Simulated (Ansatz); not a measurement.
# 1T-PbBrI monolayer in a perpendicular field, part 3 of 4

What dipole does a perpendicular field induce in the 1T-PbBrI monolayer, and does the gap follow? A positive field points along +c.

Ansatz 0.2.0; plane-wave DFT, PBE-D3(BJ), Ansatz PAW (the session's first sound run).

So far, gap along the path (eV): step 3 (single point, field 0) 2.76; step 5 (field -0.1 V/Å) 2.76; step 6 (field 0.2 V/Å) 2.77; step 7 (field -0.2 V/Å) 2.75; step 8 (field 0.35 V/Å) 2.77.

## 9. Response, atoms held

This step: plane-wave DFT, PBE-D3(BJ), Ansatz PAW; response to a field along the normal, atoms held (Ansatz 0.2.0).

The dipoles give the slope, and the difference of two potentials shows where the field is screened.

Numbers from this step:

| Quantity | Value |
| --- | --- |
| equivalent conductor thickness p/(ε₀AE) | 5.249 Å |
| distance between the outer atoms | 3.602 Å |

Table of dipole of the cell by applied field:

```
applied field (V/Å)  dipole of the cell (e·Å)
             -0.200                    -0.125
             -0.100                   -0.0743
              0.000                   -0.0240
              0.100                    0.0263
              0.200                    0.0766
              0.350                     0.152
```

Local field over the applied field, running mean. From the potentials at -0.1 and 0.1 V/Å; running mean over 2.5 Å. Local field over applied field against z:

```
z (Å)  local field over applied field
  4.5                           0.999
  5.0                           0.996
  5.5                           0.987
  6.0                           0.963
  6.5                           0.906
  7.0                           0.794
  7.5                           0.640
  8.0                           0.467
  8.5                           0.303
  9.0                           0.177
  9.5                           0.112
 10.0                          0.0958
 10.5                          0.0982
 11.0                           0.107
 11.5                           0.127
 12.0                           0.163
 12.5                           0.241
 13.0                           0.374
 13.5                           0.535
 14.0                           0.694
 14.5                           0.833
 15.0                           0.928
 15.5                           0.974
 16.0                           0.992
 16.5                           0.997
 17.0                           0.999
 17.5                           1.000
```

Electrons, planar mean, per unit field. The induced electron density by z:

```
z (Å)  induced electron density (e/Å³ per V/Å)
  4.5                                   5.0e-6
  5.0                                   1.7e-5
  5.5                                   5.5e-5
  6.0                                   1.7e-4
  6.5                                   4.8e-4
  7.0                                  0.00124
  7.5                                  0.00259
  8.0                                  0.00325
  8.5                                  0.00167
  9.0                                   8.4e-4
  9.5                                   1.2e-4
 10.0                                  -4.5e-4
 10.5                                  -4.6e-4
 11.0                                   1.3e-4
 11.5                                   4.1e-4
 12.0                                  -4.5e-4
 12.5                                  -9.9e-4
 13.0                                 -0.00179
 13.5                                 -0.00314
 14.0                                 -0.00222
 14.5                                  -9.7e-4
 15.0                                  -3.5e-4
 15.5                                  -1.1e-4
 16.0                                  -3.5e-5
 16.5                                  -1.0e-5
 17.0                                  -2.7e-6
 17.5                                  -7.6e-7
```

The smaller of the gaps on the path and on the k-mesh, counted as 0 under 0.03 eV. Table of gap by applied field:

```
applied field (V/Å)  gap (eV)
             -0.200      2.75
             -0.100      2.76
              0.000      2.76
              0.100      2.76
              0.200      2.77
              0.350      2.77
```

By hand: between -0.1 and 0.1 V/Å the dipole changes by 0.1005 e·Å, a slope of 0.5027 e·Å²/V. A perfect conductor of thickness t has p = ε₀AEt, so t = 180.95 × 0.5027 / 17.329 = 5.25 Å (e/ε₀ = 180.95 V·Å, A in Å²).

The induced dipole is that of a conductor 5.25 Å thick.

## 10. With spin-orbit coupling

This step: plane-wave DFT, PBE, fully relativistic PAW with spin-orbit coupling (Ansatz 0.2.0).

Heavy atoms split their bands by spin-orbit coupling, so this run uses fully relativistic files and two-component states.

input.yaml

```yaml
crystal:
  lattice:
    - [4.4732646569, 0.0, 0.0]
    - [-2.2366323285, 3.8739608307, 0.0]
    - [0.0, 0.0, 21.6021040552]
  atoms:
    - { symbol: I, position: [0.6666666667, 0.3333333333, 0.4166260831] }
    - { symbol: Pb, position: [0.0, 0.0, 0.5073106988] }
    - { symbol: Br, position: [0.3333333333, 0.6666666667, 0.5833739169] }
kpoints:
  mp_grid: { grid: [12, 12, 1] }
  band_path: { path: [[0, 0, 0], [0.12, 0, 0]], npoints: 24 }
hamiltonian:
  xc: pbe
  pseudopotentials: { kind: paw_fr }
magnetization:
  noncollinear: true
  spin_orbit: true
scf:
  occupations: { method: fermi_dirac, width: 0.05 }
  convergence: { dr2_threshold: 1.0e-09 }
efield:
  axis: 3
  dipole_correction: true
  ramp_position: 0.97
  ramp_width: 0.06
  amplitude: 0
output:
  write_potential: true
  write_density: true
  volumetric_format: npy
```

On the command line:

```
$ ansatz run input.yaml --threads 4 --pin off --max-ram 6144MiB --backend cpu --events-out ev --progress --plain --runs-dir out
```

Numbers of over 12 decimals in the logs are rounded to 6 here.

Output:

```text
[...]
non-collinear run that drives no moment, with spin-orbit: no starting moment large enough to seed its density (crystal.atoms[].spin), no starting occupations that ask for one, no magnetisation constraint and no magnetic field, so the semilocal B_xc is pinned to zero
Crystal: 3 atoms, lattice volume = 374.348 Å³
Basis set: ecut = 420 eV, 7303 PW (Γ)
Bands: 46, of which v1, the nominal top of the filled ones, is band 38 counted from 1 (37 counted from 0)
Symmetry: 6 space group operations + 6 with time reversal
[...]
k-points: 19 of 144 (time reversal used)
Projection manifold: j_resolved (fully-relativistic pseudo-atomic orbitals)
[...]
SCF iter   1: F=—  HF=-22247.040017 eV  |F-HF|=—  |Δ(HF+E_count)|=         —  Δρ=1.01e-2  dr2=1.07e0  dr2_m=0.00e0 (ungated)  ethr=2.84e-3  |M|=0.00e0 ∫|m|=0.00e0 μB  |m|>n=0.0e0 m-floor=0.0e0 τ_xc=0.0e0  β_m=0.30  p=0.000 e·Å  D=1.05e-7 V/Å  ΔV_dip=-0.00 eV  dr2_dipole=4.37e-3  V_vac-E_F(+/−)=5.30/5.30 eV  ⟨swp⟩=1.0  Hψ=6720  notcnv=0
[...]
spin=Noncollinear: Resta preconditioning applied to the charge; magnetization (m_x, m_y, m_z) channels mix plain (no charge-response kernel on spin).
SCF iter   2: F=—  HF=-22246.784877 eV  |F-HF|=—  |Δ(HF+E_count)|=   2.55e-1  Δρ=5.33e-3  dr2=2.03e-1  dr2_m=0.00e0 (ungated)  ethr=2.82e-3  |M|=0.00e0 ∫|m|=0.00e0 μB  |m|>n=0.0e0 m-floor=0.0e0 τ_xc=0.0e0  β_m=0.40  p=-0.028 e·Å  D=-1.33e-2 V/Å  ΔV_dip=0.29 eV  dr2_dipole=1.27e-4  V_vac-E_F(+/−)=5.65/5.37 eV  ⟨swp⟩=3.1  Hψ=1531  notcnv=0  defer=8
[...]
SCF iter  10: F=-22246.757874 eV  HF=-22246.757874 eV  |F-HF|=5.02e-10  |Δ(HF+E_count)|=   9.14e-9  Δρ=3.44e-7  dr2=6.53e-10  dr2_m=0.00e0 (ungated)  ethr=2.63e-12  |M|=0.00e0 ∫|m|=0.00e0 μB  |m|>n=0.0e0 m-floor=0.0e0 τ_xc=0.0e0  p=-0.030 e·Å  D=-1.46e-2 V/Å  ΔV_dip=0.32 eV  dr2_dipole=4.09e-11  V_vac-E_F(+/−)=5.57/5.25 eV  ⟨swp⟩=13.5  Hψ=3343  notcnv=0
SCF 1 converged in 10 iterations: F = -22246.757874 eV  dr2 = 6.53e-10
[...]
SCF converged after 10 iterations
Magnetization: |M| = 0.0000 μB,  M = (+0.0000, +0.0000, +0.0000) μB
Absolute magnetization: 0.0000 μB (∫|m|)
  site 0: m = (+0.0000, +0.0000, +0.0000) μB, |m| = 0.0000 μB  (R = 1.34 Å)
  site 1: m = (+0.0000, +0.0000, +0.0000) μB, |m| = 0.0000 μB  (R = 1.26 Å)
  site 2: m = (+0.0000, +0.0000, +0.0000) μB, |m| = 0.0000 μB  (R = 1.26 Å)
Free energy (F): -22246.757874 eV
[...]
Internal energy: -22246.757874 eV  (E = F + TS)
E sigma→0 (E₀):  -22246.757874 eV
Fermi energy:    -2.121646 eV
Dipole field:    D = -0.014601 V/Å  (p = -0.030207 e·Å, saw-weighted, corrected)
Work function:   Φ+ = 5.5702 eV   Φ− = 5.2548 eV
[...]
--- Band table (eV; the first three rows and the last of 19) ---
  k-point 0: bands = [... 34 lower, -3.4509, -3.4509, -3.3492, -3.3492, -1.1619, -1.1619, 0.3922, 0.3922, ... 4 higher]
  k-point 1: bands = [... 34 lower, -3.6995, -3.4893, -3.3174, -3.2854, -1.0809, -0.9142, 0.3865, 0.5385, ... 4 higher]
  k-point 2: bands = [... 34 lower, -3.8658, -3.6260, -3.2743, -3.2210, -0.8681, -0.5697, 0.4882, 0.8291, ... 4 higher]
  k-point 18: bands = [... 34 lower, -4.2147, -4.1405, -3.4346, -3.3308, -0.0137, 0.2872, 1.0040, 1.3640, ... 4 higher]
```

Elapsed: 38 s, on 4 threads of AMD EPYC 7R43, shared host; peak memory 2 GiB; 2.4 min of CPU time.

Numbers from this step:

| Item | Value |
| --- | --- |
| gap on the k-mesh | 2.046 eV |
| dipole along the normal | -0.03021 e·Å |
| gap along the path | 2.075 eV |
| smallest direct gap along the path | 2.174 eV |
| step between the vacuum levels | 0.3154 eV |
| ionisation energy, upper face | 6.657 eV |
| electron affinity, upper face | 4.610 eV |
| ionisation energy, lower face | 6.341 eV |
| gap, the smaller of path and mesh | 2.046 eV |

Electronic bands along the path, in eV, zero at the Fermi level of the run, which the smearing sets inside the gap:

```
  point  band 35  band 36  band 37  band 38  band 39  band 40  band 41  band 42
      Γ    -1.33    -1.33    -1.23    -1.23     0.96     0.96     2.51     2.51
halfway    -1.49    -1.33    -1.21    -1.19     0.99     1.11     2.50     2.60
    end    -1.71    -1.43    -1.17    -1.12     1.13     1.37     2.54     2.78
```

The gap is 2.05 eV, with the valence edge 6.66 eV and the conduction edge 4.61 eV under the upper vacuum level.

## 11. Spin splitting near the zone centre, field 0

This step: plane-wave DFT, PBE, fully relativistic PAW with spin-orbit coupling; spin splitting near the zone centre (Ansatz 0.2.0).

Levels that meet at the zone centre are followed outwards; a split that grows in proportion to k gives the Rashba parameter as ΔE/2k.

Numbers from this step:

```
largest split over 2k that stays linear in k : 1.278 eV Å
```

Groups of levels that meet at the zone centre and whose split, tested at two k, grows in proportion to k or stays under 1 meV; groups that fail this test are left out. Spin splitting, by row:

```
level at the first point (eV from the Fermi level)  states  split at k = 0.032 1/A (eV)  split over 2k (eV Å)
                                            -2.371       2                       0.0235                0.3622
                                            -2.005       2                       0.0829                 1.278
                                            -1.329       2                       0.0555                0.8555
                                            0.9597       2                       0.0395                0.6089
```

## 12. With spin-orbit coupling, field 0.2 V/Å

This step: plane-wave DFT, PBE, fully relativistic PAW with spin-orbit coupling (Ansatz 0.2.0).

The same in a field along the normal.

Changes to input.yaml since step 10:

```diff
@@ -26,3 +26,3 @@
   ramp_width: 0.06
-  amplitude: 0
+  amplitude: 0.2
 output:
```

Output:

```text
[...]
Crystal: 3 atoms, lattice volume = 374.348 Å³
Basis set: ecut = 420 eV, 7303 PW (Γ)
Bands: 46, of which v1, the nominal top of the filled ones, is band 38 counted from 1 (37 counted from 0)
Symmetry: 6 space group operations + 6 with time reversal
[...]
k-points: 19 of 144 (time reversal used)
[...]
k-point 1: bands = [... 34 lower, -3.7449, -3.5436, -3.3615, -3.3300, -1.0997, -0.9407, 0.3734, 0.5066, ... 4 higher]
  k-point 2: bands = [... 34 lower, -3.8848, -3.6763, -3.3082, -3.2585, -0.8865, -0.5971, 0.4772, 0.7913, ... 4 higher]
  k-point 18: bands = [... 34 lower, -4.2350, -4.1866, -3.4555, -3.3589, -0.0369, 0.2596, 0.9803, 1.3346, ... 4 higher]
[key lines of the parts left out:]
SCF converged after 10 iterations
Magnetization: |M| = 0.0000 μB,  M = (+0.0000, +0.0000, +0.0000) μB
Free energy (F): -22246.761978 eV
Fermi energy:    -2.149557 eV
Dipole field:    D = 0.034448 V/Å  (p = 0.071265 e·Å, saw-weighted, corrected)
```

The job ended after 37 s (4 threads; peak memory 2 GiB; 2.4 min of CPU time).

Numbers from this step:

| Item | Value |
| --- | --- |
| gap on the k-mesh | 2.059 eV |
| dipole along the normal | 0.07126 e·Å |
| gap along the path | 2.094 eV |
| smallest direct gap along the path | 2.204 eV |
| gap, the smaller of path and mesh | 2.059 eV |

The dipole is 0.0713 e·Å, and the gap 2.059 eV.

## 13. Spin splitting near the zone centre, field 0.2 V/Å

This step: plane-wave DFT, PBE, fully relativistic PAW with spin-orbit coupling; spin splitting near the zone centre (Ansatz 0.2.0).

Numbers from this step:

```
largest split over 2k that stays linear in k : 1.187 eV Å
```

## 14. A changed input

This step: plane-wave DFT, PBE-D3(BJ), Ansatz PAW (Ansatz 0.2.0).

A run with a changed input: it repeats the earlier run at 0.1 V/Å with scf.lower_state_search to light, scf.eigensolver.kind to davidson and kpoints.mp_grid.shift to [0.5, 0.5, 0.0].

input.yaml, the sections that differ from step 12:

```yaml
kpoints:
  mp_grid: { grid: [12, 12, 1], shift: [0.5, 0.5, 0.0] }
  band_path:
    path: [[0, 0, 0], [0.5, 0, 0], [0.33333333, 0.33333333, 0], [0, 0, 0]]
    npoints: 16
hamiltonian:
  xc: pbe
  dispersion: d3bj
scf:
  occupations: { method: fermi_dirac, width: 0.05 }
  convergence: { dr2_threshold: 1.0e-10 }
  lower_state_search: light
  eigensolver: { kind: davidson }
efield:
  axis: 3
  dipole_correction: true
  ramp_position: 0.97
  ramp_width: 0.06
  amplitude: 0.1
# crystal, output: as in step 12
# magnetization: removed
```

Output:

```text
Warning: crystal.symmetry: narrowed to the stabiliser of the k-point mesh — unitary ops 6 → 2; excluded 4 operations that carry a point of the 12×12×1 mesh (shift [0.5, 0.5, 0]) off the mesh (the run samples exactly the mesh kpoints.mp_grid names, as under crystal.symmetry.detect: false, and its converged state has the mesh's symmetry, not the crystal's; ε∞, the Born charges and the force constants of a linear response (`dielectric:` by the response, `phonons.method: dfpt`) are averaged over those of the crystal's operations that the state keeps within a tolerance, where `mesh_tensors`, `unaveraged_element` or `gamma_mean_max_change_ev_ang2` stands beside them; [rest of the remark cut]
[...]
Crystal: 3 atoms, lattice volume = 374.348 Å³
Basis set: ecut = 420 eV, 7303 PW (Γ)
Bands: 23, of which v1, the nominal top of the filled ones, is band 19 counted from 1 (18 counted from 0)
Symmetry: 2 space group operations
k-points: 42 of 144 (time reversal used)
[...]
SCF iter  13: F=-22205.479138 eV  HF=-22205.479138 eV  |F-HF|=1.82e-11  |Δ(HF+E_count)|=  1.46e-11  Δρ=5.55e-8  dr2=4.32e-11  ethr=1.00e-12  p=0.026 e·Å  D=1.27e-2 V/Å  ΔV_dip=-0.27 eV  dr2_dipole=6.74e-12  V_vac-E_F(+/−)=6.02/4.33 eV  ⟨swp⟩=3.0  Hψ=1866  notcnv=0
SCF 1 converged in 13 iterations: F = -22205.479138 eV  dr2 = 4.32e-11
[...]
SCF converged after 13 iterations
Free energy (F): -22205.479138 eV
[...]
Internal energy: -22205.479138 eV  (E = F + TS)
E sigma→0 (E₀):  -22205.479138 eV
Fermi energy:    -1.896179 eV
Dipole field:    D = 0.012694 V/Å  (p = 0.026262 e·Å, saw-weighted, corrected)
Work function:   not extracted (applied field tilts the vacuum); planar V_es + V_field profile in the machine report
[...]
--- Band table (eV; the first three rows and the last of 42) ---
  k-point 0: bands = [... 15 lower, -4.4541, -3.9401, -3.7223, -3.5530, -0.4486, 0.5178, 0.6427, 2.4793]
  k-point 1: bands = [... 15 lower, -4.4774, -4.2345, -3.7870, -3.4118, -0.1444, 0.4864, 0.7868, 2.6690]
  k-point 2: bands = [... 15 lower, -4.7009, -4.3070, -3.8710, -3.4167, -0.0317, 0.7868, 0.9717, 2.9228]
  k-point 41: bands = [... 15 lower, -5.1183, -4.2432, -4.0023, -3.8624, 0.1044, 1.1471, 1.2364, 2.8755]
```

It took 14 s on 4 threads; peak memory 0.84 GiB; 52 s of CPU time.

This step gave:

```yaml
gap_on_the_k_mesh: 2.819 eV
dipole_along_the_normal: 0.02626 e·Å
gap_along_the_path: 2.763 eV
smallest_direct_gap_along_the_path: 3.075 eV
gap_the_smaller_of_path_and_mesh: 2.763 eV
```

(Part 3 of 4 ends here.)

[Logs are printed without paths, hosts, clocks, repeated set-up lines and the standing remarks that a program may print on its own settings, such as how far it seeks lower states.]

[Hosts, paths, dates, database ids (printed as entryN), source tags and the programs' standing remarks are cut or masked in the printed files.]

[Maps of the electrostatic potential energy from Ansatz leave out the sawtooth potential of an applied field or a dipole correction, so their vacuum need not be flat; planar profiles and work functions include it.]
